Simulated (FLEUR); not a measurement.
# NiO: one coupling from two orders, and a test

Can a spin model with one coupling foretell the energy of a further order of NiO?

Calculated with FLEUR MaX-R8.1; PBE; all-electron FLAPW, Dirac cores, scalar-relativistic bands.

Experimental background.

For NiO, rock salt (literature value), “On the Elastic Anisotropy of the Entropy-Stabilized Oxide (Mg, Co, Ni, Cu, Zn)O” (2020, arxiv:2004.06613) quotes earlier work: ordering temperature (Neel temperature) 525 K [literature value quoted in the paper's theory part].

## Step 1: Starting point

It takes space group Fm-3m (No. 225, cubic). Conventional cell: a = 4.172 Å, b = 4.172 Å, c = 4.172 Å, α = 90.00°, β = 90.00°, γ = 90.00°. Nearest to Ni lie 6 O at 2.09 Å. O has 6 Ni at 2.09 Å nearest. Farther neighbours and most contacts between anions are not listed.

Structure file:

```xyz
2
Lattice="0.0000 2.0859 2.0859 2.0859 0.0000 2.0859 2.0859 2.0859 0.0000" Properties=species:S:1:pos:R:3 pbc="T T T"
Ni    0.0000    0.0000    0.0000
O     2.0859    2.0859    2.0859
```

## Step 2: The parallel order

All energies count from this run.

inpgen writes inp.xml from crystal.txt; cutoffs, mixing, functional, smearing and local orbitals are then set in the file. The k list default-1 (kpts.xml, not shown) is a Γ-centred 8×8×8 mesh; where the ranks do not divide the number of points, some are split in two of half the weight.

inp.xml reads:

```
<?xml version="1.0" encoding="UTF-8" standalone="no"?>
<fleurInput fleurInputVersion="0.39">
   <comment>
      NiO
   </comment>
   <calculationSetup>
      <cutoffs Kmax="4.32" Gmax="13.0" GmaxXC="13.0" numbands="0"/>
      <scfLoop itmax="90" minDistance="0.00002" maxIterBroyd="15" imix="Anderson" alpha="0.05" precondParam="0.0" spinf="2.0" sdNocoIR="T"/>
      <coreElectrons ctail="T" frcor="F" kcrel="0" coretail_lmax="0"/>
      <xcFunctional name="pbe" relativisticCorrections="F"/>
      <magnetism jspins="2"/>
      <soc l_soc="F" theta="0.0" phi="0.0" spav="F"/>
      <expertModes spex="0" secvar="F"/>
      <geometryOptimization l_f="F" forcealpha="1.0" forcemix="BFGS" epsdisp="0.00001" epsforce="0.00001"/>
      <ldaU l_linMix="F" mixParam="0.05" spinf="1.0"/>
   </calculationSetup>
   <cell>
      <bzIntegration valenceElectrons="24.0" mode="hist" fermiSmearingEnergy="0.00110248">
         <kPointListSelection listName="default-1"/>
         <xi:include xmlns:xi="http://www.w3.org/2001/XInclude" href="kpts.xml"> </xi:include>
      </bzIntegration>
      <xi:include xmlns:xi="http://www.w3.org/2001/XInclude" href="sym.xml"> </xi:include>
      <bulkLattice scale="1.0">
         <bravaisMatrix>
            <row-1>    0.0000000000000000     3.9417828250996005     3.9417828250996005</row-1>
            <row-2>    3.9417828250996005     0.0000000000000000     3.9417828250996005</row-2>
            <row-3>    3.9417828250996005     3.9417828250996005     0.0000000000000000</row-3>
         </bravaisMatrix>
      </bulkLattice>
   </cell>
   <atomSpecies>
      <species name="Nickel (Ni2.000" element="Ni" atomicNumber="28">
         <mtSphere radius="2.46" gridPoints="813" logIncrement="0.015"/>
         <atomicCutoffs lmax="10" lnonsphr="8"/>
         <electronConfig flipSpins="F">
            <coreConfig>(1s1/2) (2s1/2) (2p1/2) (2p3/2)</coreConfig>
            <valenceConfig>(3s1/2) (3p1/2) (3p3/2) (4s1/2) (3d3/2) (3d5/2)</valenceConfig>
            <stateOccupation state="(3d3/2)" spinUp="2.0" spinDown="1.2"/>
            <stateOccupation state="(3d5/2)" spinUp="3.0" spinDown="1.8"/>
         </electronConfig>
         <energyParameters s="4" p="4" d="3" f="4"/>
         <lo type="SCLO" l="0" n="3" eDeriv="0"/>
         <lo type="SCLO" l="1" n="3" eDeriv="0"/>
      </species>
      <species name="Oxygen (O)" element="O" atomicNumber="8">
         <mtSphere radius="1.39" gridPoints="461" logIncrement="0.023"/>
         <atomicCutoffs lmax="6" lnonsphr="4"/>
         <electronConfig flipSpins="F">
            <coreConfig>(1s1/2)</coreConfig>
            <valenceConfig>(2s1/2) (2p1/2) (2p3/2)</valenceConfig>
            <stateOccupation state="(2p1/2)" spinUp="0.666667" spinDown="0.666667"/>
            <stateOccupation state="(2p3/2)" spinUp="1.333333" spinDown="1.333333"/>
         </electronConfig>
         <energyParameters s="2" p="2" d="3" f="4"/>
      </species>
   </atomSpecies>
   <atomGroups>
      <atomGroup species="Nickel (Ni2.000">
         <relPos label="                   1">.0000000000 .0000000000 .0000000000</relPos>
         <force calculate="T" relaxXYZ="TTT"/>
      </atomGroup>
      <atomGroup species="Oxygen (O)">
         <relPos label="                   2">1.000/2.000 1.000/2.000 1.000/2.000</relPos>
         <force calculate="T" relaxXYZ="TTT"/>
      </atomGroup>
   </atomGroups>
   <output dos="F" band="F" slice="F">
      <bandDOS minEnergy="-.5*Htr" maxEnergy="0.5*Htr" sigma="0.015" storeEVData="T"/>
      <plotting iplot="0" polar="F">
         <plot TwoD="T" vec1="  1.0  0.0  0.0" vec2="  0.0  1.0  0.0" vec3="  0.0  0.0  1.0" zero="  0.0  0.0  0.0" file="plot"/>
      </plotting>
      <moessbauerParams electricFieldGradient="F" isomerShift="F" coreHyperfine="F" valenceHyperfine="F"/>
   </output>
</fleurInput>
```

crystal.txt reads:

```
NiO
&input film=F cartesian=F /
0.00000000000  2.08590164140  2.08590164140
2.08590164140  0.00000000000  2.08590164140
2.08590164140  2.08590164140  0.00000000000
1.8897261246
1.0 1.0 1.0

2
28 0.00000000000  0.00000000000  0.00000000000 : 2.000
8 0.50000000000  0.50000000000  0.50000000000

&kpt div1=8 div2=8 div3=8 gamma=T /
```

Launch:

```
$ OMP_NUM_THREADS=1 inpgen -f crystal.txt > inpgen.log  # inp.xml is then edited as shown
$ OMP_NUM_THREADS=1 mpirun -n 4 fleur_MPI > fleur.log
```

Output:

```text
Welcome to FLEUR        (www.flapw.de)
      MaX-Release 8.1          (www.max-centre.eu)

 ========== k-point set info ==========
 Selected k-point list: default-1
 k-point list type: mesh
 0 x 0 x 0
 Number of k points: 32

 [... set-up left out ...]
 Iteration:     1   Distance:      29.55418639 me/bohr^3
 Iteration:     2   Distance:      28.24795989 me/bohr^3
 Iteration:     3   Distance:      26.76398378 me/bohr^3
 Iteration:     4   Distance:      20.19380216 me/bohr^3
 Iteration:     5   Distance:      12.29019881 me/bohr^3
[...]
<sumOfEigenvalues value="     -909.2933143278">
               <coreElectrons value="-892.3448679084"/>
               <valenceElectrons value="-16.9484464194"/>
            </sumOfEigenvalues>
         [... left out ...]
            <freeEnergy value="-1596.0415815218"/>
            <extrapolationTo0K value="-1596.0415404801"/>
         </totalEnergy>
         <densityConvergence units="me/bohr^3">
            <chargeDensity spin="1" distance="0.0000058901"/>
            <chargeDensity spin="2" distance="0.0000094157"/>
            <overallChargeDensity distance="0.0000052240"/>
            <spinDensity distance="0.0000148124"/>
         </densityConvergence>
      </iteration>
```

Wall time 16 s (4 MPI ranks of Intel Xeon Platinum 8375C at 2.90GHz (Ice Lake), shared host); peak memory 0.24 GiB; 63 s of CPU time.

Spin moment in the muffin-tin sphere by atom:

| atom | spin moment in the muffin-tin sphere (μB) |
| --- | --- |
| Ni1 | 1.52 |
| O2 | 0.27 |

This step gave:

* free energy: -43430.5039 eV
* program's band gap on this mesh (in a metal only a level spacing): 0.007605 eV
* magnetization: 1.824 μB
* final state: ferromagnetic

After 27 cycles the largest moment stands at 1.52 μB.

## Step 3: The orders used for the fit

The other orders were run with the same settings, on meshes that hold the same points. Free energies are divided by the number of Ni atoms; q is in fractions of the reciprocal vectors of the first run's cell.

| order | atoms | mesh | free energy (eV) | eV per Ni | largest moment (μB) |
| --- | --- | --- | --- | --- | --- |
| F + | 2 | 8×8×8 | -43430.5039 | -43430.5039 | 1.52 |
| AF q=(0,1/2,1/2) +- | 4 | 8×4×8 | -86860.9309 | -43430.4655 | 1.49 |

## Step 4: Counting neighbours

With E = −Σ J e_i·e_j over ordered pairs of unit vectors, turning a neighbour from parallel to opposed costs 2J a Ni atom. So an order lies 2 Σ n J over the parallel one, n being the opposed neighbours in each shell.

| shell | distance (Å) | neighbours | opposed in AF q=(0,1/2,1/2) +- | opposed in AF q=(0,0,1/2) +- |
| --- | --- | --- | --- | --- |
| J1 | 2.95 | 12 | 8 | 6 |
| J2 | 4.17 | 6 | 0 | 6 |

Only J1 is kept.

## Step 5: Solving

```
2 × 8 × J1 = +38.5 meV    (AF q=(0,1/2,1/2) +-)
J1 = +2.41 meV
```

## Step 6: The test

The couplings now give the orders that were left out:

```
2 × 6 × (+2.41) = +28.9 meV    (AF q=(0,0,1/2) +-)
```

The runs themselves:

| order | atoms | mesh | free energy (eV) | eV per Ni | largest moment (μB) | over the parallel order (meV) | foretold (meV) |
| --- | --- | --- | --- | --- | --- | --- | --- |
| AF q=(0,0,1/2) +- | 4 | 8×8×4 | -86861.5491 | -43430.7745 | 1.36 | -270.6 | +28.9 |

## Step 7: One more shell

One try is to add the next shell, though changing moments can also cause the miss. Both differences then fix both couplings, and no order is left for a test.

```
2 × 8 × J1 = +38.5 meV    (AF q=(0,1/2,1/2) +-)
2 × 6 × J1 + 2 × 6 × J2 = -270.6 meV    (AF q=(0,0,1/2) +-)
J1 = +2.41 meV
J2 = -24.96 meV
```

## Step 8: Mean-field temperature

```
gain of AF q=(0,0,1/2) +- over disorder = (12 − 2 × 6) × (+2.41) + (6 − 2 × 6) × (-24.96) = 149.8 meV
T = 2 × 149.8 / (3 × 0.08617) = 1159 K
```

## Step 9: Summary of results

| Quantity | Value |
| --- | --- |
| effective coupling of the reversed pairs, counted on J1 (Ni–Ni at 2.95 Å) | 2.41 meV |
| largest miss on the orders left out | 300 meV |
| J1 with two shells | 2.41 meV |
| J2 with two shells | -25.0 meV |
| mean-field ordering temperature | 1159 K |

In words: The model misses the order left out by 300 meV, 111 % of the largest distance from the parallel order, so it fails: these couplings alone don't describe the crystal. With the next shell added the couplings are J1 = +2.41 and J2 = -24.96 meV, untested. The largest moments of the orders differ by 10 % of the greatest. One difference fixes one number: it sums all reversed shells and need not be the coupling of the nearest one, even in sign. Mean field overstates the temperature of the model, and classical spins understate it for small quantum spins, by up to the factor (S+1)/S.

Computed beside measured:

```
                             quantity  measured              PBE
ordering temperature (mean field) (K)       525  1159 (+120.7 %)
```

Measured values from arxiv:2004.06613 (2020).

How well it matches: The ordering temperature is off by +120.7 %: a clear miss. No cell relaxation is part of this session.

[Logs and program files are shortened in this print: banners, set-up blocks, solver, clock and traceback lines can be left out without a mark of their own.]

[Logs are printed without paths, hosts, clocks, repeated set-up lines and the standing remarks that a program may print on its own settings, such as how far it seeks lower states.]

[Hosts, paths, dates, database ids (printed as entryN), source tags and the programs' standing remarks are cut or masked in the printed files.]

[Where a cell is said to come from a database of computed structures, the database is the Materials Project.]
